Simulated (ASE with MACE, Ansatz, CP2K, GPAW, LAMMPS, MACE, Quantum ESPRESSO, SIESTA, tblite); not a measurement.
## Running liquid Zn38Se23S15 at 2640 K (76 atoms) with machine-learned potentials

Wanted: machine-learned potentials inputs and outputs for liquid Zn38Se23S15 at 2640 K (76 atoms), checked against a plane-wave reference.

Program: ASE with MACE. Level of theory: the method is named at each step. Results are calculated unless marked as measured.

## Step 1: Starting point

The cell holds 76 atoms: 38 Zn, 23 Se and 15 S. Cell: a = 11.922 Å, b = 11.922 Å, c = 11.922 Å, α = 90.0°, β = 90.0°, γ = 90.0°. 76 atoms (38 Zn, 23 Se, 15 S) placed at random at 4.69 g/cm³, melted at 2640 K for 10 ps at fixed volume with the Stillinger-Weber II-VI potential (Zhou et al., Phys. Rev. B 88, 085309 (2013)). Snapshot at the end of a hold of 5 ps at 2640 K and fixed volume.

The yardstick, on the same geometry:

- method: Kohn-Sham DFT, PBE, PAW, plane waves (Ansatz 0.2.0); cutoff 420 eV, Γ point, fermi-dirac smearing of 0.05 eV; PAW set soft_2
- r.m.s. force component: 0.7055 eV/Å
- longest force: 3.13 eV/Å
- pressure: -1.919 GPa
- SCF cycles: 12
- time: 39 s on 4 threads of Arm Neoverse V2, shared host
- CPU time: 2.3 min

## Step 2: MACE MP-0b2 small potential

Method: machine-learned interatomic potential MACE MP-0b2 small, trained on PBE(+U) plane-wave data.

File run.py:

```python
import numpy as np
from ase.io import read
import mlip  # loads the published weights by name

atoms = read("structure.xyz")
atoms.calc = mlip.calc("mace-mp-0b2-small")
energy = atoms.get_potential_energy()
forces = atoms.get_forces()
print(f"energy {energy:.6f} eV")
print("forces (eV/A)")
for i, (a, f) in enumerate(zip(atoms, forces)):
    print(f"{i:4d} {a.symbol:2s} {f[0]:10.5f} {f[1]:10.5f} {f[2]:10.5f}")
stress = -atoms.get_stress(voigt=False) * 160.21766
print("stress (GPa, compression positive)")
for row in stress:
    print(" ".join(f"{x:10.4f}" for x in row))
```

File structure.xyz:

```xyz
76
Lattice="11.92180 0.00000 0.00000 0.00000 11.92180 0.00000 0.00000 0.00000 11.92180" Properties=species:S:1:pos:R:3 pbc="T T T"
Zn 4.15510 0.18658 2.17299
Zn 1.25620 3.37661 6.90189
Zn 10.52361 0.83548 10.49154
Zn 3.91130 11.19898 9.86839
Zn 11.35146 8.08620 11.43968
Zn 6.87161 10.19707 2.98403
Zn 0.06855 7.89879 8.57702
Zn 6.31176 1.44671 7.16548
Zn 2.51145 8.88365 5.52516
Zn 3.96603 6.08048 9.52087
Zn 6.22998 2.04006 3.38472
Zn 0.58572 0.93550 4.32308
Zn 2.04137 6.26193 6.26491
Zn 11.39772 5.80556 3.54018
Zn 11.03875 8.34919 4.31200
Zn 4.40880 7.22366 3.80127
Zn 8.93265 7.60444 0.48879
Zn 8.07118 11.84419 11.28327
Zn 9.96496 6.22413 7.46400
Zn 11.22628 3.02182 5.45816
Zn 7.29638 7.31748 2.88031
Zn 8.97962 0.01168 3.12065
Zn 11.53076 0.29518 1.26216
Zn 6.97628 8.34896 10.72020
Zn 11.25478 5.90356 10.29424
Zn 6.98975 3.94397 8.69004
Zn 1.99690 4.76812 1.26013
Zn 6.10480 4.36350 2.14902
Zn 5.96483 10.07082 7.02349
Zn 3.92084 2.43634 11.58811
Zn 2.05985 9.15809 0.79518
Zn 7.79555 4.63353 5.12745
Zn 7.10313 7.34204 7.72914
Zn 4.06641 3.77551 7.56474
Zn 3.20220 0.41357 5.50883
Zn 9.23045 10.41548 7.58715
Zn 0.90618 11.37733 10.17812
Zn 9.07487 3.79471 11.46579
Se 2.86099 11.41298 0.36099
Se 1.70792 5.33048 8.92132
Se 8.97700 10.22294 1.20613
Se 0.55210 1.68896 8.66357
Se 11.78816 9.56927 1.81927
Se 10.36255 0.23689 5.69945
Se 6.20673 6.26443 0.18538
Se 5.60372 11.89009 4.68968
Se 8.63866 6.74655 9.69707
Se 3.98224 1.48713 8.28565
Se 8.73844 5.39628 2.80770
Se 0.92144 2.16989 11.82964
Se 9.66131 3.57451 9.19826
Se 7.82154 1.73868 1.61600
Se 2.05997 10.89450 3.50417
Se 11.67442 5.23677 0.77015
Se 7.97795 0.86803 8.93324
Se 2.19254 8.71472 9.72664
[... 16 atom lines left out ...]
S 11.48594 5.45136 5.86350
S 5.05842 9.25895 2.05496
S 3.44540 10.42752 7.62936
S 3.80484 2.77778 2.29840
```

On the command line:

```console
> OMP_NUM_THREADS=1 python run.py > output.txt
```

The program printed:

```text
energy -192.986906 eV
forces (eV/A)
   0 Zn    0.17058    0.29451    1.31582
   1 Zn    0.90125    0.25697   -0.20878
   2 Zn    0.02020    0.06464    0.02931
   3 Zn   -1.24310    0.12020   -1.79001
   4 Zn    0.01211    0.74382    0.49356
   5 Zn    0.31604   -0.01695    0.12991
   6 Zn    0.07617    0.40521    0.75667
   7 Zn   -0.35620   -0.30969   -0.02518
   8 Zn    0.54840    0.30765   -0.18752
   9 Zn   -0.14778    0.60138    0.43438
  10 Zn   -0.69760   -0.35611   -0.12191
  11 Zn   -0.32669   -0.19068   -0.25269
  12 Zn   -0.52765   -0.03652   -0.23165
  13 Zn    0.32212    0.27522   -0.70577
  14 Zn    0.19387   -0.22919    0.15935
  15 Zn   -1.24658    2.43250   -0.74785
  16 Zn   -0.10255   -0.20799    0.43154
  17 Zn   -0.80642   -0.05941    0.20742
  18 Zn   -0.22104    0.24438    0.44505
  19 Zn   -1.28063   -0.22217   -0.77675
  20 Zn   -0.41387   -0.23338    0.01187
  21 Zn    0.22257    0.48420    0.52857
  22 Zn    0.19111    0.43403   -0.14637
  23 Zn   -0.76806   -0.72929    1.58295
[...]
68 S     2.02582   -0.35798    1.60382
  69 S     1.61801   -1.40658   -0.13432
  70 S    -0.70627    1.14432   -1.17821
  71 S    -0.12531    0.57001   -0.06701
  72 S     0.23086   -0.57194    0.46794
  73 S    -0.11882   -1.24955    0.88830
  74 S     0.80842   -0.35369   -0.75539
  75 S     1.04430   -0.55705   -1.31764
stress (GPa, compression positive)
   -0.8869    -0.1179     0.3274
   -0.1179    -1.4135     0.0860
    0.3274     0.0860    -2.2807
```

It took 9.6 s on 1 thread of Arm Neoverse V2, shared host; peak memory 0.68 GiB.

Banners, paths, timers and routine set-up lines are dropped from the logs unmarked, and long logs keep their key lines alone; longer cuts are marked.

Against the reference:

```
r.m.s. force component                  : 0.719 eV/Å
r.m.s. difference of force components   : 218.6 meV/Å
longest difference of force vectors     : 1106 meV/Å
force difference over r.m.s. force      : 30.98 %
slope of forces against the reference's : 0.9714
correlation of force components         : 0.9531
pressure                                : -1.527 GPa
pressure difference                     : 0.3918 GPa
```

Length of the force difference by element (eV/Å):

```
element  atoms  mean  most
      S     15  0.37  0.75
     Se     23  0.44   1.1
     Zn     38  0.25  0.62
```

The surroundings of S72, picked at random, nearest first, numbered as they follow in the input and with coordinates relative to it.

```
atom      x      y      z  distance (Å)  bonds     Fx     Fy  Fz (eV/Å)
 S72   0.00   0.00   0.00          0.00      5  -0.13   0.57      -0.07
Se61   2.02   0.27   1.13          2.33      5   0.14  -1.79      -1.34
Zn21   0.30  -1.16  -2.07          2.40      4  -0.41  -0.23       0.01
 Zn6  -0.13   1.72  -1.97          2.62      4   0.32  -0.02       0.13
Zn29  -1.03   1.59   2.07          2.81      5  -0.95   0.09       0.33
Zn33   0.11  -1.13   2.77          3.00      6   0.28   0.38       0.20
Zn16  -2.59  -1.25  -1.15          3.10      3  -1.25   2.43      -0.75
 S74  -1.94   0.78  -2.90          3.57      3  -0.12  -1.25       0.89
 S70  -1.62  -3.11  -0.84          3.60      4   1.62  -1.41      -0.13
Se60  -2.57  -1.15   2.27          3.61      5   0.04   0.48       0.34
Se46  -1.39   3.41  -0.27          3.70      6   0.28   1.01       0.41
```

Atoms are counted from 1 here, from 0 in the log.

Forces lie 31 % from the reference's, at 0.036 times its CPU time (on 1 against 4 cores).

## Step 3: MACE MP-0b3 medium potential

Method: machine-learned interatomic potential MACE MP-0b3 medium, trained on PBE(+U) plane-wave data.

Edit run.py of step 2 so:

```diff
@@ -5,3 +5,3 @@
 atoms = read("structure.xyz")
-atoms.calc = mlip.calc("mace-mp-0b2-small")
+atoms.calc = mlip.calc("mace-mp-0b3-medium")
 energy = atoms.get_potential_energy()
```

structure.xyz is that of step 2.

The program printed:

```text
energy -191.909294 eV
forces (eV/A)
   0 Zn    0.02566    0.49504    1.07365
   1 Zn    0.72916    0.33461   -0.32770
   2 Zn   -0.15755   -0.10433    0.04817
   3 Zn   -1.14516   -0.06530   -1.73533
   4 Zn   -0.15124    0.75709    0.33842
   5 Zn    0.15713    0.00936    0.03771
   6 Zn    0.15751    0.47921    0.47912
   7 Zn   -0.18945   -0.35729    0.30026
   8 Zn    0.23785    0.25082   -0.12000
   9 Zn   -0.52553    0.71505    0.36314
  10 Zn   -0.69955   -0.09404   -0.21389
  11 Zn   -0.23728   -0.20400   -0.31274
  12 Zn   -0.53216   -0.08731   -0.42214
  13 Zn    0.42315    0.40125   -0.45939
  14 Zn    0.23271   -0.32152    0.16667
  15 Zn   -1.36130    2.35406   -0.72171
  16 Zn   -0.08655   -0.26621    0.32203
  17 Zn   -0.74074   -0.05929    0.08047
  18 Zn    0.04011    0.05860    0.10811
  19 Zn   -0.84646   -0.06557   -0.55783
  20 Zn   -0.49750    0.03029    0.03004
  21 Zn    0.24615    0.61377    0.49100
  22 Zn    0.33821    0.52523   -0.14317
  23 Zn   -0.65566   -0.59500    1.53689
[...]
68 S     2.14133   -0.13785    1.53110
  69 S     1.64875   -1.53798   -0.33041
  70 S    -1.12461    1.22948   -1.11158
  71 S    -0.21344    0.50608   -0.06705
  72 S    -0.04105   -0.62954    0.52044
  73 S     0.05102   -1.16292    0.85597
  74 S     0.88069   -0.33562   -0.78255
  75 S     1.09813   -0.58499   -1.29838
stress (GPa, compression positive)
   -1.0905    -0.1500     0.0968
   -0.1500    -1.7204     0.0516
    0.0968     0.0516    -2.6000
```

The job ended after 5.7 s (1 thread; peak memory 0.9 GiB).

Against the reference:

```yaml
r_m_s_force_component: 0.717 eV/Å
r_m_s_difference_of_force_components: 204.2 meV/Å
longest_difference_of_force_vectors: 972.5 meV/Å
force_difference_over_r_m_s_force: 28.95 %
slope_of_forces_against_the_reference_s: 0.9745
correlation_of_force_components: 0.9589
pressure: -1.804 GPa
pressure_difference: 0.1152 GPa
```

Against the first run (31 %), the force difference from the reference is 29 %, at 1.1 times the CPU time.

## Step 4: MACE MPA-0 medium potential

Method: machine-learned interatomic potential MACE MPA-0 medium, trained on PBE(+U) plane-wave data.

Edit run.py of step 3 so:

```diff
@@ -5,3 +5,3 @@
 atoms = read("structure.xyz")
-atoms.calc = mlip.calc("mace-mp-0b3-medium")
+atoms.calc = mlip.calc("mace-mpa-0-medium")
 energy = atoms.get_potential_energy()
```

structure.xyz is that of step 3.

The program printed:

```text
energy -189.659714 eV
forces (eV/A)
   0 Zn    0.05058    0.48856    1.08957
   1 Zn    0.81208    0.12688   -0.05801
   2 Zn   -0.17804    0.17255   -0.12059
   3 Zn   -1.09951   -0.03265   -1.76017
   4 Zn   -0.03046    0.78293    0.22693
   5 Zn    0.07990   -0.08001    0.02864
   6 Zn    0.10477    0.50508    0.49051
   7 Zn   -0.13682   -0.16755    0.17132
   8 Zn    0.23941    0.44312   -0.03061
   9 Zn   -0.37581    0.68372    0.27111
  10 Zn   -0.76955   -0.36357    0.01934
  11 Zn   -0.26860   -0.17550   -0.23624
  12 Zn   -0.39612   -0.20291   -0.28396
  13 Zn    0.41927   -0.04211   -0.50597
  14 Zn    0.23545    0.03583    0.24143
  15 Zn   -1.24430    1.87690   -0.74311
  16 Zn   -0.06669   -0.08033    0.12416
  17 Zn   -0.73524   -0.04069    0.11594
  18 Zn   -0.00481    0.04137    0.28988
  19 Zn   -1.19454   -0.19463   -0.54139
  20 Zn   -0.57363   -0.14495   -0.03459
  21 Zn    0.38036    0.57220    0.35027
  22 Zn    0.21455    0.38990   -0.08057
  23 Zn   -0.62846   -0.84403    1.60611
[...]
68 S     2.06628   -0.18582    1.42840
  69 S     1.63765   -1.14844   -0.35111
  70 S    -1.25514    1.22537   -0.98640
  71 S    -0.01191    0.70659    0.02070
  72 S     0.13323   -0.62388    0.46657
  73 S     0.05125   -1.11124    0.92456
  74 S     0.81218   -0.48961   -0.87745
  75 S     1.17679   -0.88134   -1.34695
stress (GPa, compression positive)
   -1.1535    -0.0119     0.3077
   -0.0119    -1.5377     0.1140
    0.3077     0.1140    -2.8321
```

Run time: 5.4 s. Hardware: 1 thread; peak memory 0.89 GiB.

Against the reference:

| Property | Result |
| --- | --- |
| r.m.s. force component | 0.7152 eV/Å |
| r.m.s. difference of force components | 147.7 meV/Å |
| longest difference of force vectors | 716.6 meV/Å |
| force difference over r.m.s. force | 20.93 % |
| slope of forces against the reference's | 0.992 |
| correlation of force components | 0.9785 |
| pressure | -1.841 GPa |
| pressure difference | 0.0777 GPa |

Against the first run (31 %), the force difference from the reference is 21 %, at 1.1 times the CPU time.

## Step 5: The ladder

Differences are against the plane-wave reference, forces as r.m.s. over components; share is that over the reference's r.m.s. force, slope the least-squares factor from reference forces to these. Total energies of different programs have different zeros and aren't compared.

```
                         run  Δ force, r.m.s. (meV/Å)  share (%)  slope  Δ pressure (GPa)  cores  CPU time  memory (GiB)
                   reference                        -          -      -                 -      4   2.3 min           2.7
 MACE MP-0b2 small potential                      219       31.0  0.971             0.392      1     5.1 s          0.68
MACE MP-0b3 medium potential                      204       28.9  0.975             0.115      1     5.3 s           0.9
 MACE MPA-0 medium potential                      148       20.9  0.992            0.0777      1     5.4 s          0.89
```

Times of the machine-learned potentials are mostly Python's start and the loading of weights.

CPU time is summed over cores on a shared host, where runs went side by side, so it is rough. Symmetry, cutoffs, thresholds, outputs and thread counts weren't matched or tuned between programs; memory under MPI is the largest rank's times the ranks.

## Step 6: Outcome

| Property | Result |
| --- | --- |
| nearest in forces | MACE MPA-0 medium potential, 21 % |
| its CPU time | 5.4 s |

In words: Machine-learned potentials differ by 21 % (MACE MPA-0 medium potential) to 31 % (MACE MP-0b2 small potential); they were trained on other programs' data. The frame stands for 2640 K, but pressures are static and levels are smeared at 580 K, under the temperature of the frame, which matters where levels are partly filled. Machine-learned potentials mimic data converged in k, so the reference's own k-point error enters their differences. The network of bonds at the start is that of the classical potential that made the cell, and needn't be the one that DFT or experiment would give. The electronic-structure runs sample only Γ, in a cell whose shortest periodic width is 12 Å, which is coarse for a cell with partly filled levels.

[Also dropped from logs without a mark: logging warnings of Python, and SIESTA's first energy breakdown and zero terms.]

[Logs are printed without paths, hosts, clocks, repeated set-up lines and the standing remarks that a program may print on its own settings, such as how far it seeks lower states.]

[Hosts, paths, dates, database ids (printed as entryN), source tags and the programs' standing remarks are cut or masked in the printed files.]
